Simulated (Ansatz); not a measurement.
## Kohn anomalies in TlBi2 (P6/mmm)

Wanted: frequencies of TlBi2 (P6/mmm) solved wavevector by wavevector at several smearings. The first relaxation steps of the session are not shown, so no cell shown is the starting entry, unless a step says so.

Program: Ansatz 0.2.0. Level of theory: DFT PBEsol, scalar-relativistic, plane waves, PAW. Results are calculated unless marked as measured.

This is a report of a sequence of runs, with most program output left out.

**1. The cell after earlier relaxation steps**

The structure is hexagonal, space group P6/mmm (No. 191). The conventional cell has a = 5.622 Å, b = 5.622 Å, c = 3.348 Å, α = 90.00°, β = 90.00°, γ = 120.00°. Nearest to Tl lie 2 Tl at 3.35 Å and 12 Bi at 3.65 Å. Bi has 5 Bi at 3.25 to 3.35 Å and 6 Tl at 3.65 Å nearest. Farther neighbours are not listed.

Coordinates:

```cif
data_structure
_symmetry_space_group_name_H-M 'P6/mmm'
_symmetry_Int_Tables_number 191
_cell_length_a 5.6220
_cell_length_b 5.6220
_cell_length_c 3.3477
_cell_angle_alpha 90.000
_cell_angle_beta 90.000
_cell_angle_gamma 120.000
_cell_volume 91.63
loop_
_atom_site_label
_atom_site_type_symbol
_atom_site_symmetry_multiplicity
_atom_site_Wyckoff_symbol
_atom_site_fract_x
_atom_site_fract_y
_atom_site_fract_z
_atom_site_occupancy
Tl1 Tl 1 a 0.00000 0.00000 0.00000 1
Bi1 Bi 2 d 0.66667 0.33333 0.50000 1
```

**2. Tight relaxation**

Phonons are second derivatives about the minimum, so the remaining forces must be small: the thresholds are tightened. Earlier relaxation steps are not shown.

The input, input.yaml:

```yaml
crystal:
  lattice:
    - [5.6219571141, 0.0, 0.0]
    - [-2.810978557, 4.8687576798, 0.0]
    - [0.0, 0.0, 3.3476980765]
  atoms:
    - { symbol: Tl, position: [0.0, 0.0, 0.0] }
    - { symbol: Bi, position: [0.6666666667, 0.3333333333, 0.5] }
    - { symbol: Bi, position: [0.3333333333, 0.6666666667, 0.5] }
kpoints:
  mp_grid: { grid: [6, 6, 8] }
hamiltonian:
  xc: pbesol
scf:
  occupations: { method: methfessel_paxton, width: 0.2 }
output:
  forces: true
  stress: true
  eigenvalues: true
relax:
  adjacent_minimum: "off"
  f_tol: 0.001
  max_steps: 60
  cell: { stress_tol: 0.01 }
```

Launch:

```console
$ ansatz run input.yaml --threads 4 --pin off --max-ram 8192MiB --backend cpu --events-out ev --progress --plain --runs-dir out
```

Wall time 5.5 s (4 threads of Arm Neoverse V1, shared host); peak memory 0.44 GiB; 20 s of CPU time.

Little changed from the start: no atom moved by 0.005 Å and no cell edge by 0.1 %.

Numbers from this step:

* pressure: 7.88e-4 GPa
* volume per atom: 30.56 Å³
* metallic on mesh: yes
* gap on the k-mesh: 0 eV

The largest force is now zero by symmetry and the largest stress component 9.7e-4 GPa, small enough for phonons.

**3. Wavevectors along a line: Fermi–Dirac smearing of 0.1 eV**

Each wavevector is solved by itself, so no interpolation smooths a dip of the branch.

The input, input.yaml:

```yaml
crystal:
  lattice:
    - [5.6256863128, 0.0, 0.0]
    - [-2.8128431564, 4.8719872606, 0.0]
    - [0.0, 0.0, 3.3445834079]
  atoms:
    - { symbol: Tl, position: [0.0, 0.0, 0.0] }
    - { symbol: Bi, position: [0.6666666667, 0.3333333333, 0.5] }
    - { symbol: Bi, position: [0.3333333333, 0.6666666667, 0.5] }
kpoints:
  mp_grid: { grid: [9, 9, 12] }
hamiltonian:
  xc: pbesol
scf:
  occupations: { method: fermi_dirac, width: 0.1 }
output:
  eigenvalues: true
phonons:
  method: dfpt
  qpoints: [[0, 0, 0], [0.333333333, 0.0, 0.0]]
```

Run time: 2.9 min. Hardware: 4 threads; peak memory 3.4 GiB; 11 min of CPU time.

Each wavevector solved by linear response. Frequency against |q| along the line; 7 of 9 lines:

```tsv
|q| along the line (Å⁻¹)	mode 1 (cm⁻¹)	mode 2 (cm⁻¹)	mode 3 (cm⁻¹)	mode 4 (cm⁻¹)	mode 5 (cm⁻¹)	mode 6 (cm⁻¹)	mode 7 (cm⁻¹)
0.000	0	0	0	25.1	33.5	56.5	56.5
0.430	18.9	20.7	27.7	35.1	41.4	45.4	49.8
```

**4. Wavevectors along a line: Fermi–Dirac smearing of 0.25 eV**

The smearing blurs the Fermi surface that screens the phonons; a Fermi–Dirac width is an electronic temperature.

input.yaml, as its differences from that of step 3:

```diff
@@ -14,3 +14,3 @@
 scf:
-  occupations: { method: fermi_dirac, width: 0.1 }
+  occupations: { method: fermi_dirac, width: 0.25 }
 output:
```

Wider smearing eases the sum over k-points of a metal but moves the result away from its zero-temperature value.

The job ended after 2.9 min (4 threads; peak memory 3.6 GiB; 11 min of CPU time).

Each wavevector solved by linear response. Table of frequency by |q| along the line; 7 of 9 lines:

```tsv
|q| along the line (Å⁻¹)	mode 1 (cm⁻¹)	mode 2 (cm⁻¹)	mode 3 (cm⁻¹)	mode 4 (cm⁻¹)	mode 5 (cm⁻¹)	mode 6 (cm⁻¹)	mode 7 (cm⁻¹)
0.000	0	0	0	26.2	33.1	54.3	54.3
0.430	18.9	19.5	27.2	33.6	39.8	44.5	49.7
```

Against step 3 (now smearing width 0.25 eV), the free energy moves by -41.9 meV an atom.

**5. Wavevectors along a line: Fermi–Dirac smearing of 0.04 eV**

input.yaml, as its differences from that of step 4:

```diff
@@ -14,3 +14,3 @@
 scf:
-  occupations: { method: fermi_dirac, width: 0.25 }
+  occupations: { method: fermi_dirac, width: 0.04 }
 output:
```

Narrower smearing comes nearer the zero-temperature value but asks more of the mesh.

Run time: 2.7 min. Hardware: 4 threads; peak memory 3.4 GiB; 11 min of CPU time.

Each wavevector solved by linear response. The frequency by |q| along the line; 7 of 9 lines:

```tsv
|q| along the line (Å⁻¹)	mode 1 (cm⁻¹)	mode 2 (cm⁻¹)	mode 3 (cm⁻¹)	mode 4 (cm⁻¹)	mode 5 (cm⁻¹)	mode 6 (cm⁻¹)	mode 7 (cm⁻¹)
0.000	0	0	0	25.9	33.5	57.4	57.4
0.430	18.6	20.9	27.8	35.5	41.9	46.1	48.4
```

Against step 3 (now smearing width 0.04 eV), the free energy moves by +6.5 meV an atom.

**6. Phonons along a line: Methfessel–Paxton smearing of 0.2 eV**

input.yaml, as its differences from that of step 5:

```diff
@@ -14,3 +14,3 @@
 scf:
-  occupations: { method: fermi_dirac, width: 0.04 }
+  occupations: { method: methfessel_paxton, width: 0.2 }
 output:
```

Run time: 2.8 min. Hardware: 4 threads; peak memory 3.5 GiB; 11 min of CPU time.

Each wavevector solved by linear response. Frequency against |q| along the line; 7 of 9 lines:

```tsv
|q| along the line (Å⁻¹)	mode 1 (cm⁻¹)	mode 2 (cm⁻¹)	mode 3 (cm⁻¹)	mode 4 (cm⁻¹)	mode 5 (cm⁻¹)	mode 6 (cm⁻¹)	mode 7 (cm⁻¹)
0.000	0	0	0	24.4	33.4	57.8	57.8
0.430	18.5	21.1	27.7	35.4	42.0	46.1	49.3
```

Against step 3 (now occupations Methfessel-Paxton and smearing width 0.2 eV), the free energy moves by +7.7 meV an atom.

**7. Smearing and the soft branch**

Lowest frequency against |q| along the line:

```tsv
|q| along the line (Å⁻¹)	fermi dirac 0.1 eV, k 9x9x12 (cm⁻¹)	fermi dirac 0.25 eV, k 9x9x12 (cm⁻¹)	fermi dirac 0.04 eV, k 9x9x12 (cm⁻¹)	methfessel paxton 0.2 eV, k 9x9x12 (cm⁻¹)
0.000	0	0	0	0
0.430	18.9	18.9	18.6	18.5
```

**8. Results**

| Quantity | Value |
| --- | --- |
| phonon run of the rows without a label of their own | PBEsol, k 9×9×12 |
| lowest branch at the last solved point, Fermi–Dirac 0.1 eV | 18.9 cm⁻¹ at \|q\| = 0.430 Å⁻¹ |
| lowest branch at the last solved point, Fermi–Dirac 0.25 eV | 18.9 cm⁻¹ at \|q\| = 0.430 Å⁻¹ |
| lowest branch at the last solved point, Fermi–Dirac 0.04 eV | 18.6 cm⁻¹ at \|q\| = 0.430 Å⁻¹ |
| lowest branch at the last solved point, Methfessel–Paxton 0.2 eV | 18.5 cm⁻¹ at \|q\| = 0.430 Å⁻¹ |

In words: No branch softens by more than 4 % of the top frequency as the smearing narrows, so no anomaly that hangs on the smearing shows at these points. The line holds 2 wavevectors, so a narrow dip between them would be missed. Between Fermi–Dirac 0.25 eV and Fermi–Dirac 0.04 eV the largest change, with modes counted by rank of frequency, is in mode 8 at |q| = 0 Å⁻¹, from 80.0 to 84.9 cm⁻¹. Where branches cross, a count by rank can hide a softening. At the narrowest width the k mesh may not resolve the Fermi surface, so part of the change can be mesh noise. Spin–orbit coupling, left out here, matters for Bi and Tl.

[Logs are printed without paths, hosts, clocks, repeated set-up lines and the standing remarks that a program may print on its own settings, such as how far it seeks lower states.]

[Hosts, paths, dates, database ids (printed as entryN), source tags and the programs' standing remarks are cut or masked in the printed files.]
